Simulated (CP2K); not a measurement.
The C K edge of chloropyrazine was computed by TDDFT (CP2K XAS_TDP, aug-pc-1, TDA) at these levels: PBE0, PBEh(45%) and PBEh(45%) + GW2X. The first three lines of C2 (bonded to C, Cl and N) with a strength over 0.0015, energy in eV and strength:

```
run           first          second           third
  1  287.61 (0.058)  289.38 (0.003)  289.70 (0.055)
  2  277.14 (0.036)  277.92 (0.013)  279.38 (0.044)
  3  282.73 (0.059)  284.50 (0.003)  284.83 (0.056)
```

Which run is which?

Run 1: PBEh(45%) + GW2X (45 % exact exchange). Run 2: PBE0 (25 % exact exchange). Run 3: PBEh(45%) (45 % exact exchange). Self-interaction lifts the core level, so the uncorrected lines rise with the share of exact exchange. The GW2X run keeps the spacings of its parent: 1.77 eV between the first two lines in run 1, 1.77 eV in run 3. Its shift is +4.88 eV, since the Kohn–Sham level at this share of exchange lies that far above the quasiparticle level.

[Banner, clock and machine lines of the logs are left out without a mark of their own.]

[Logs are printed without paths, hosts, clocks, repeated set-up lines and the standing remarks that a program may print on its own settings, such as how far it seeks lower states.]

[Hosts, paths, dates, database ids (printed as entryN), source tags and the programs' standing remarks are cut or masked in the printed files.]
